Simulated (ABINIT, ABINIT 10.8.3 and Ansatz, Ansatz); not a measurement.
# Excitons of BiOBr (P4/nmm): kernels and approximations

Aim: the absorption spectrum of BiOBr (P4/nmm) with electron-hole interaction, and what each part of the kernel does.

Program: ABINIT 10.8.3 and Ansatz 0.2.0. Level of theory: PBEsol and many-body steps on it, plane waves. Results are calculated unless marked as measured.

The database entry behind the starting cell differs from later determinations by our own check (0.1 to 0.3 % short, probably kX units), so it need not match the best structure at ambient conditions.

**1. Set-up**

Symmetry: P4/nmm, No. 129, tetragonal system. The conventional cell has a = 3.916 Å, b = 3.916 Å, c = 8.077 Å, α = 90.00°, β = 90.00°, γ = 90.00°. Bi has 4 O at 2.32 Å and 4 Br at 3.18 Å nearest. Nearest to Br lie 4 Bi at 3.18 Å. O has 4 Bi at 2.32 Å nearest. Farther neighbours and most contacts between anions are not listed.

Coordinates:

```cif
data_structure
_symmetry_space_group_name_H-M 'P 1'
_symmetry_Int_Tables_number 1
_cell_length_a 3.9160
_cell_length_b 3.9160
_cell_length_c 8.0770
_cell_angle_alpha 90.000
_cell_angle_beta 90.000
_cell_angle_gamma 90.000
_cell_volume 123.86
loop_
_atom_site_label
_atom_site_type_symbol
_atom_site_fract_x
_atom_site_fract_y
_atom_site_fract_z
_atom_site_occupancy
Bi1 Bi 0.00000 0.50000 0.15400 1
Bi2 Bi 0.50000 0.00000 0.84600 1
Br3 Br 0.00000 0.50000 0.65300 1
Br4 Br 0.50000 0.00000 0.34700 1
O5 O 0.00000 0.00000 0.00000 1
O6 O 0.50000 0.50000 0.00000 1
```

The cell and positions come from the Crystallography Open Database and are kept as given unless a step says otherwise. Spin-orbit coupling is left out unless a step names it.

**2. Empty states on the mesh, 4×4×2 mesh, 116 bands**

This step: ABINIT 10.8.3; DFT, PBEsol, plane waves, norm-conserving pseudopotentials.

The sums over transitions need many empty states on a uniform mesh; this step solves for them.

The input, run.abi:

```
acell 3*1.0 Angstrom
rprim 
  3.916000000000 0.000000000000 0.000000000000
  0.000000000000 3.916000000000 0.000000000000
  0.000000000000 0.000000000000 8.077000000000
ntypat 3
znucl 83 35 8
natom 6
typat 1 1 2 2 3 3
xred 
  0.000000000000 0.500000000000 0.154000000000
  0.500000000000 0.000000000000 0.846000000000
  0.000000000000 0.500000000000 0.653000000000
  0.500000000000 0.000000000000 0.347000000000
  0.000000000000 0.000000000000 0.000000000000
  0.500000000000 0.500000000000 0.000000000000
pp_dirpath "pseudos"
pseudos "Bi.upf, Br.upf, O.upf"
ecut 42
ngkpt 4 4 2
nshiftk 1
shiftk 0 0 0
kptopt 1
chksymbreak 0
iscf -2
irdden 1
istwfk *1
nband 116
nbdbuf 10
tolwfr 1e-09
nstep 60
prtvol 0
indata_prefix "in"
outdata_prefix "out"
tmpdata_prefix "tmp"
```

Launch:

```
> OMP_NUM_THREADS=1 mpirun -n 4 abinit run.abi > log
```

Numbers of over 12 decimals in the logs are rounded to 6 here.

The log of the run:

```text
.Version 10.8.3 of ABINIT. v10.8.2 released Aug 2026.

 Symmetries : space group P4/n m m (#129); Bravais tP (primitive tetrag.)
[... echo of the input left out ...]
== DATASET  1 ==================================================================
-   mpi_nproc: 4, omp_nthreads: 1 (-1 if OMP is not activated)

--- !DatasetInfo
iteration_state: {dtset: 1, }
dimensions: {natom: 6, nkpt: 12, mband: 116, nsppol: 1, nspinor: 1, nspden: 1, mpw: 10904, }
cutoff_energies: {ecut:  42.0, pawecutdg:  -1.0, }
[...]
1.22912    1.28772    1.30472    1.31439    1.31439    1.32562    1.32562    1.34850
   1.35594    1.36452    1.37029    1.37656    1.38632    1.38632    1.38728    1.38728
   1.40138    1.48447    1.48555    1.50187
 prteigrs : prtvol=0 or 1, do not print more k-points.

== END DATASET(S) ==============================================================
================================================================================

 -outvars: echo values of variables after computation  --------
            nband         116
             nkpt          12
          spgroup         129
 [... the other variables as echoed above ...]

 Calculation completed.
```

Run time: 3.7 min. Hardware: 4 MPI ranks of Intel Xeon Platinum 8259CL at 2.50GHz (Skylake/Cascade Lake), shared host; peak memory 0.65 GiB; 15 min of CPU time.

Numbers from this step:

```yaml
gap: 2.211 eV
k_of_the_valence_top: 0.5, 0, 0.5
k_of_the_conduction_bottom: 0, 0, 0.5
least_direct_gap: 2.277 eV
k_points_computed: 12
lowest_point_of_the_top_converged_band_above_the_valence_top: 30.09 eV
```

On this mesh the gap is 2.211 eV.

The density comes from a self-consistent run that is not shown.

**3. Screening, 4×4×2 mesh, 106 bands, screening to 98 eV**

The RPA dielectric matrix is built and inverted for each q.

This step: RPA screening on PBEsol, plane waves, norm-conserving pseudopotentials.

run.abi, as its differences from that of step 2:

```diff
@@ -24,10 +24,11 @@
 chksymbreak 0
-iscf -2
-irdden 1
 istwfk *1
-nband 116
-nbdbuf 10
-tolwfr 1e-09
-nstep 60
-prtvol 0
+occopt 1
+irdwfk 1
+optdriver 3
+nband 106
+ecuteps 3.6
+inclvkb 2
+awtr 1
+symchi 1
 indata_prefix "in"
```

The log of the run:

```text
.Version 10.8.3 of ABINIT. v10.8.2 released Aug 2026.

 Symmetries : space group P4/n m m (#129); Bravais tP (primitive tetrag.)
[... echo of the input left out ...]
== DATASET  1 ==================================================================
-   mpi_nproc: 4, omp_nthreads: 1 (-1 if OMP is not activated)

--- !DatasetInfo
iteration_state: {dtset: 1, }
dimensions: {natom: 6, nkpt: 12, mband: 106, nsppol: 1, nspinor: 1, nspden: 1, mpw: 10904, }
cutoff_energies: {ecut:  42.0, pawecutdg:  -1.0, }
[...]
--------------------------------------------------------------------------------
[... chi0 elements left out ...]
 For q-point:  0.000010 0.000020 0.000030
  dielectric constant =   6.7817
  dielectric constant without local fields =   7.6838

  Average fulfillment of the sum rule on Im[epsilon] for q-point    1 :     37.94  [%]
[... wings left out ...]
  q-point number  2        q = ( 0.250000, 0.000000, 0.000000) [r.l.u.]
--------------------------------------------------------------------------------
[... chi0 elements left out ...]
  Average fulfillment of the sum rule on Im[epsilon] for q-point    2 :     45.21  [%]

 [... 10 further q-points ...]
```

Run time: 6.4 min. Hardware: 4 MPI ranks; peak memory 3.5 GiB; 25 min of CPU time.

Numbers from this step:

| Quantity | Value |
| --- | --- |
| ε∞ with local fields, on this mesh, along the program's q direction | 6.782 |
| the same without local fields | 7.684 |
| plasma frequency | 32.00 eV |
| plane waves in the screening matrix | 265 |

Local fields lower ε∞ by 12 %. On a Γ-centred mesh this coarse the value itself is usually too large, while a short band sum pulls it down.

**4. Self-energy, 4×4×2 mesh, 106 bands, screening to 98 eV**

The self-energy is evaluated for the states that the input lists, and the levels follow from it, in one-shot runs by the linearised quasiparticle equation.

This step: G0W0 on PBEsol, plane waves, norm-conserving pseudopotentials.

run.abi, as its differences from that of step 3:

```diff
@@ -27,8 +27,19 @@
 irdwfk 1
-optdriver 3
+optdriver 4
 nband 106
+gwcalctyp 0
+ecutsigx 42
+symsigma 1
+nkptgw 3
+kptgw 
+  0.5000000000 0.0000000000 0.5000000000
+  0.0000000000 0.0000000000 0.5000000000
+  0.0000000000 0.0000000000 0.0000000000
+bdgw 
+  45 48
+  44 48
+  44 48
 ecuteps 3.6
-inclvkb 2
-awtr 1
-symchi 1
+irdscr 1
+ppmodel 1
 indata_prefix "in"
```

The log of the run:

```text
.Version 10.8.3 of ABINIT. v10.8.2 released Aug 2026.

 Symmetries : space group P4/n m m (#129); Bravais tP (primitive tetrag.)
[... echo of the input left out ...]
== DATASET  1 ==================================================================
-   mpi_nproc: 4, omp_nthreads: 1 (-1 if OMP is not activated)

--- !DatasetInfo
iteration_state: {dtset: 1, }
dimensions: {natom: 6, nkpt: 12, mband: 106, nsppol: 1, nspinor: 1, nspden: 1, mpw: 10904, }
cutoff_energies: {ecut:  42.0, pawecutdg:  -1.0, }
[...]
Band     E0 <VxcDFT>   SigX SigC(E0)      Z dSigC/dE  Sig(E)    E-E0       E
[...]
47   7.652 -12.998  -9.052  -2.754   0.833  -0.200 -12.005   0.993   8.645
       48   8.581 -13.310  -9.736  -2.525   0.831  -0.204 -12.439   0.872   9.453

== END DATASET(S) ==============================================================
================================================================================

 -outvars: echo values of variables after computation  --------
           etotal      0.0000000000E+00
            nband         106
             nkpt          12
          spgroup         129
 [... the other variables as echoed above ...]

 Calculation completed.
```

The job ended after 55 s (4 MPI ranks; peak memory 3.1 GiB; 3.6 min of CPU time).

This step gave:

| Property | Result |
| --- | --- |
| G0W0 gap on the points computed | 3.655 eV |
| starting gap on the mesh | 2.211 eV |
| k of the valence top | 0.5, 0, 0.5 |
| k of the conduction bottom | 0, 0, 0.5 |
| least direct G0W0 gap on the computed points | 4.221 eV |

The gap on the mesh goes from 2.21 eV to 3.66 eV, a correction of +1.44 eV.

The gap opens by 1.444 eV; the next steps shift the empty bands rigidly by 1.444 eV. The least direct G0W0 gap is 4.221 eV, so this shift leaves the direct transitions −0.50 eV off.

**5. Excitons**

Light makes an electron and a hole together. The Bethe-Salpeter equation adds their screened attraction and their exchange, in a window of bands around the gap.

This step: Bethe-Salpeter equation on PBEsol with a scissors shift, plane waves, norm-conserving pseudopotentials.

run.abi, as its differences from that of step 4:

```diff
@@ -27,19 +27,17 @@
 irdwfk 1
-optdriver 4
-nband 106
-gwcalctyp 0
-ecutsigx 42
-symsigma 1
-nkptgw 3
-kptgw 
-  0.5000000000 0.0000000000 0.5000000000
-  0.0000000000 0.0000000000 0.5000000000
-  0.0000000000 0.0000000000 0.0000000000
-bdgw 
-  45 48
-  44 48
-  44 48
+optdriver 99
+bs_calctype 1
+mbpt_sciss 1.444 eV
+bs_loband 36
+nband 53
+bs_exchange_term 1
+bs_coulomb_term 11
+bs_coupling 0
+bs_algorithm 1
+bs_freq_mesh 0 10 0.1 eV
+zcut 0.15 eV
 ecuteps 3.6
+ecutwfn 21
+inclvkb 2
 irdscr 1
-ppmodel 1
 indata_prefix "in"
```

The log of the run:

```text
.Version 10.8.3 of ABINIT. v10.8.2 released Aug 2026.

 Symmetries : space group P4/n m m (#129); Bravais tP (primitive tetrag.)
[... echo of the input left out ...]
== DATASET  1 ==================================================================
-   mpi_nproc: 4, omp_nthreads: 1 (-1 if OMP is not activated)

--- !DatasetInfo
iteration_state: {dtset: 1, }
dimensions: {natom: 6, nkpt: 12, mband: 53, nsppol: 1, nspinor: 1, nspden: 1, mpw: 3872, }
cutoff_energies: {ecut:  21.0, pawecutdg:  -1.0, }
electrons: {nelect:   9.20000000E+01, charge:   0.00000000E+00, occopt:   1.00000000E+00, tsmear:   1.00000000E-02, }

 Exciton: Calculation of dielectric properties by solving the Bethe-Salpeter equation
 in frequency domain and reciprocal space on a transitions basis set.
 Based on a program developed by L. Reining, V. Olevano, F. Sottile,
 S. Albrecht, and G. Onida. Incorporated in ABINIT by M. Giantomassi.

.Using double precision arithmetic ; gwpc =  8

[... cell and pseudopotentials left out ...]
--------------------------------------------------------------------------------

 ==== K-mesh for the wavefunctions ====
 Number of points in the irreducible wedge :    12
[... list of points left out ...]
 Together with 16 symmetry operations and time-reversal symmetry
 yields    32 points in the full Brillouin Zone.

 ==== Q-mesh for the screening function ====
 Number of points in the irreducible wedge :    12
[... list of points left out ...]
 Together with 16 symmetry operations and time-reversal symmetry
 yields    32 points in the full Brillouin Zone.

 vcoul_init : cutoff-mode = AUXILIARY_FUNCTION
 q-points for optical limit:   1
     1)      0.000010    0.000020    0.000030
 setmesh: FFT mesh size selected  =    24x   24x   45
          total number of points  =        25920

 ==== Fundamental parameters for the solution of the Bethe-Salpeter equation: ====
 Algorithm: Direct diagonalization.
 Dimension of the v, W matrices,  npweps  = 265
 Cutoff for the wavefunctions,    npwwfn  = 3847
 Number of k-points in the IBZ,   nkibz   = 12
 Highest empty band included,     nband   = 53
 === Spin UP ===
 Number of resonant transitions          2464
 Lowest occupied state                   36
 Highest occupied state                  46
 Lowest unoccupied state                 47
 Highest unoccupied state                53
 Minimum frequency [eV]           Emin    =   0.00
 Maximum frequency [eV]           Emax    =  10.00
 Frequency step [eV]              dE      =   0.10
 Lorentzian broadening [eV]       eta     =   0.15
 RPA L0 with KS energies and KS wavefunctions
 Scissors operator energy [eV] =          1.44
 Local fields effects (v term) included
 Excitonic effects (W term) included
 Full W_GG' included
 W is read from an external SCR file
 Resonant-only calculation (Hermitian case)

 Calculating epsilon_Macro(q-->0,w), along the following directions:
 q = (  1.177773  0.000000  0.000000) [r.l.u.]
 q = (  0.000000  1.177773  0.000000) [r.l.u.]
 q = (  0.000000  0.000000  2.429232) [r.l.u.]
 q = (  1.177773  0.000000  0.000000) [r.l.u.]
 q = (  0.000000  1.177773  0.000000) [r.l.u.]
 q = (  0.000000  0.000000  2.429232) [r.l.u.]
 Number of electrons calculated from density =   91.8520; Expected =   92.0000
 average of density, n =  0.109890
 r_s =    1.2951
 omega_plasma =   31.9767 [eV]

. Writing resonant excitonic Hamiltonian on file out_BSR; file size=   0.05 [Gb].
 Direct diagonalization of the resonant excitonic Hamiltonian, Matrix size= 2464
. Using LAPACK sequential version.
 Excitonic eigenvalues in eV up to n=   32
   3.37506   3.67267   3.67273   3.70497   4.00379   4.00386   4.11635   4.13795
   4.17180   4.17187   4.41309   4.42081   4.43386   4.44444   4.46005   4.46025
   4.47346   4.47478   4.47508   4.48478   4.49104   4.49992   4.51590   4.56311
   4.77677   4.77702   4.86350   4.86653   4.87018   4.87795   4.88101   4.88691

 First excitonic eigenvalue=    3.38 [eV]
 Last  excitonic eigenvalue=   18.31 [eV]

 GW  direct gap       3.72  0.00 [eV]
 EXC direct gap       3.38  0.00 [eV]
 EXC binding energy   0.35  0.00 [eV]

 Excitonic eigenvalues up to the GW energy gap [eV]
  1 (  3.38  0.00)
  2 (  3.67  0.00)
  3 (  3.67  0.00)
  4 (  3.70  0.00)

 Macroscopic dielectric function:
 omega [eV] <KS_RPA_nlf>  <GW_RPA_nlf>  <BSE>
   0.0000   6.5877   0.0000   5.3032   0.0000   5.7617   0.0000
   0.1000   6.5904   0.0080   5.3043   0.0033   5.7633   0.0047
   0.2000   6.5983   0.0161   5.3076   0.0067   5.7680   0.0095
   0.3000   6.6117   0.0242   5.3132   0.0101   5.7759   0.0143
   0.4000   6.6305   0.0326   5.3210   0.0135   5.7870   0.0191
   0.5000   6.6549   0.0412   5.3311   0.0169   5.8013   0.0241
   0.6000   6.6852   0.0502   5.3436   0.0205   5.8190   0.0292
   0.7000   6.7215   0.0596   5.3584   0.0241   5.8401   0.0344
   0.8000   6.7642   0.0694   5.3756   0.0278   5.8647   0.0398
   0.9000   6.8136   0.0799   5.3953   0.0316   5.8930   0.0454

 Writing KS-RPA macroscopic dielectric function without local fields to file: out_RPA_NLF_MDF
 Writing GW-RPA macroscopic dielectric function without local fields to file: out_GW_NLF_MDF
 Writing EXC Macroscopic dielectric function to file: out_EXC_MDF

== END DATASET(S) ==============================================================
================================================================================

 -outvars: echo values of variables after computation  --------
           etotal      0.0000000000E+00
            nband          53
             nkpt          12
          spgroup         129
 [... the other variables as echoed above ...]

 Calculation completed.
```

Run time: 12 min. Hardware: 4 MPI ranks; peak memory 1 GiB; 49 min of CPU time.

Numbers from this step:

```yaml
direct_gap_of_the_transition_levels: 3.720 eV
transitions_in_the_window: 2464
first_strong_exciton_over_a_fiftieth_of_the_strongest_listed: 3.705 eV
lowest_state: 3.375 eV
binding_of_the_lowest_state_below_the_direct_gap: 0.3452 eV
coulomb_term_of_one_mesh_cell: 0.3810 eV
```

The binding is 0.91 times the screened Coulomb term of one mesh cell (0.38 eV), so it is not shown settled.

The lowest state lies at 3.375 eV, 0.345 eV under the direct gap.

Lines within 3 meV are set at the lowest of them, and the highest group, which the list may cut short, is left out. Lines of the exciton spectrum (strongest = 100):

```csv
position (eV),lines merged,"oscillator strength, relative"
3.375,1,0.0
3.673,2,0.1
3.705,1,31
4.004,2,100
4.116,1,3.0
4.138,1,9.1
4.172,2,60
4.413,1,89
4.421,1,75
4.434,1,3.7
4.444,1,1.7
```

Mean over the three Cartesian directions of q; broadening 0.15 eV; transition window only. Limits: finite bands, cutoff and mesh; no spin-orbit coupling; coarse k mesh; exciton not shown settled in the k mesh. Table of ε₂ by photon energy; read off at these points:

```csv
photon energy (eV),BSE,no electron-hole interaction,"Kohn-Sham, no shift"
0.00,0,0,0
0.50,0.0241,0.0169,0.0412
1.00,0.0512,0.0355,0.0912
1.50,0.0856,0.0577,0.166
2.00,0.135,0.0871,0.319
2.50,0.218,0.130,1.13
3.00,0.393,0.203,3.31
3.50,1.13,0.370,4.18
4.00,5.34,1.41,8.37
4.40,8.27,3.17,14.0
4.50,7.53,3.54,13.3
4.70,5.76,4.52,14.1
5.00,11.7,3.84,12.9
5.20,17.1,5.66,10.4
5.50,13.1,9.91,9.73
6.00,10.6,13.1,9.57
6.10,9.04,14.0,8.96
6.50,7.47,11.7,5.91
7.00,6.79,9.05,3.92
7.50,4.04,9.33,3.33
8.00,2.82,5.62,2.06
8.50,2.35,4.06,2.07
9.00,3.07,3.38,1.62
9.50,2.82,1.98,2.43
10.00,1.87,1.96,1.37
```

**6. Triplet (no exchange term)**

run.abi, as its differences from that of step 5:

```diff
@@ -30,5 +30,5 @@
 mbpt_sciss 1.444 eV
-bs_loband 36
-nband 53
-bs_exchange_term 1
+bs_loband 37
+nband 51
+bs_exchange_term 0
 bs_coulomb_term 11
@@ -36,3 +36,3 @@
 bs_algorithm 1
-bs_freq_mesh 0 10 0.1 eV
+bs_freq_mesh 0 8 0.05 eV
 zcut 0.15 eV
```

The log of the run:

```text
.Version 10.8.3 of ABINIT. v10.8.2 released Aug 2026.

 Symmetries : space group P4/n m m (#129); Bravais tP (primitive tetrag.)
[... echo of the input left out ...]
== DATASET  1 ==================================================================
-   mpi_nproc: 4, omp_nthreads: 1 (-1 if OMP is not activated)

--- !DatasetInfo
iteration_state: {dtset: 1, }
dimensions: {natom: 6, nkpt: 12, mband: 51, nsppol: 1, nspinor: 1, nspden: 1, mpw: 3872, }
cutoff_energies: {ecut:  21.0, pawecutdg:  -1.0, }
electrons: {nelect:   9.20000000E+01, charge:   0.00000000E+00, occopt:   1.00000000E+00, tsmear:   1.00000000E-02, }

 Exciton: Calculation of dielectric properties by solving the Bethe-Salpeter equation
 in frequency domain and reciprocal space on a transitions basis set.
 Based on a program developed by L. Reining, V. Olevano, F. Sottile,
 S. Albrecht, and G. Onida. Incorporated in ABINIT by M. Giantomassi.

.Using double precision arithmetic ; gwpc =  8

[... cell and pseudopotentials left out ...]
--------------------------------------------------------------------------------

 ==== K-mesh for the wavefunctions ====
 Number of points in the irreducible wedge :    12
[... list of points left out ...]
 Together with 16 symmetry operations and time-reversal symmetry
 yields    32 points in the full Brillouin Zone.

 ==== Q-mesh for the screening function ====
 Number of points in the irreducible wedge :    12
[... list of points left out ...]
 Together with 16 symmetry operations and time-reversal symmetry
 yields    32 points in the full Brillouin Zone.

 vcoul_init : cutoff-mode = AUXILIARY_FUNCTION
 q-points for optical limit:   1
     1)      0.000010    0.000020    0.000030
 setmesh: FFT mesh size selected  =    24x   24x   45
[...]
Number of electrons calculated from density =   91.8520; Expected =   92.0000
 average of density, n =  0.109890
 r_s =    1.2951
 omega_plasma =   31.9767 [eV]

. Writing resonant excitonic Hamiltonian on file out_BSR; file size=   0.02 [Gb].
 Direct diagonalization of the resonant excitonic Hamiltonian, Matrix size= 1600
. Using LAPACK sequential version.
 Excitonic eigenvalues in eV up to n=   32
   3.35782   3.66692   3.66706   3.68957   3.99569   3.99577   4.08902   4.09536
   4.16634   4.16647   4.39532   4.40506   4.42343   4.43179   4.44822   4.45310
   4.45391   4.46841   4.47134   4.47177   4.47421   4.48477   4.49915   4.53482
   4.76621   4.76668   4.81927   4.85382   4.85641   4.86123   4.86449   4.86765

 First excitonic eigenvalue=    3.36 [eV]
 Last  excitonic eigenvalue=   10.80 [eV]

 GW  direct gap       3.72  0.00 [eV]
 EXC direct gap       3.36  0.00 [eV]
 EXC binding energy   0.36  0.00 [eV]

 Excitonic eigenvalues up to the GW energy gap [eV]
  1 (  3.36  0.00)
  2 (  3.67  0.00)
  3 (  3.67  0.00)
  4 (  3.69  0.00)

 Macroscopic dielectric function:
 omega [eV] <KS_RPA_nlf>  <GW_RPA_nlf>  <BSE>
   0.0000   6.0302   0.0000   4.8340   0.0000   5.4910   0.0000
   0.0500   6.0308   0.0038   4.8342   0.0016   5.4914   0.0025
   0.1000   6.0328   0.0077   4.8350   0.0032   5.4927   0.0051
[...]
0.4000   6.0714   0.0314   4.8509   0.0128   5.5182   0.0206
   0.4500   6.0825   0.0355   4.8554   0.0144   5.5255   0.0233

 Writing KS-RPA macroscopic dielectric function without local fields to file: out_RPA_NLF_MDF
 Writing GW-RPA macroscopic dielectric function without local fields to file: out_GW_NLF_MDF
 Writing EXC Macroscopic dielectric function to file: out_EXC_MDF

== END DATASET(S) ==============================================================
================================================================================

 -outvars: echo values of variables after computation  --------
           etotal      0.0000000000E+00
            nband          51
             nkpt          12
          spgroup         129
 [... the other variables as echoed above ...]

 Calculation completed.
```

The job ended after 5.8 min (4 MPI ranks; peak memory 1 GiB).

The lowest triplet lies at 3.358 eV; without spin-orbit coupling triplets are dark, so no spectrum is read.

[end of part 1 of 2]

[Paths, hosts, dates, memory and timing lines, banners, echoed tables and standing remarks are left out of the program output.]

[Logs are printed without paths, hosts, clocks, repeated set-up lines and the standing remarks that a program may print on its own settings, such as how far it seeks lower states.]

[Runs of the session that timed out or met a known fault of the program may be left out.]

[Hosts, paths, dates, database ids (printed as entryN), source tags and the programs' standing remarks are cut or masked in the printed files.]

[G0W0 gaps are taken among the corrected bands and points alone; a level outside them can change the order at an edge.]

[Where Ansatz stands beside ABINIT at settings called matched, ABINIT's density can come from a denser mesh and the files from another edition; pairs whose starting gaps differed by over 0.03 eV were left out, so agreement reads better than it is.]
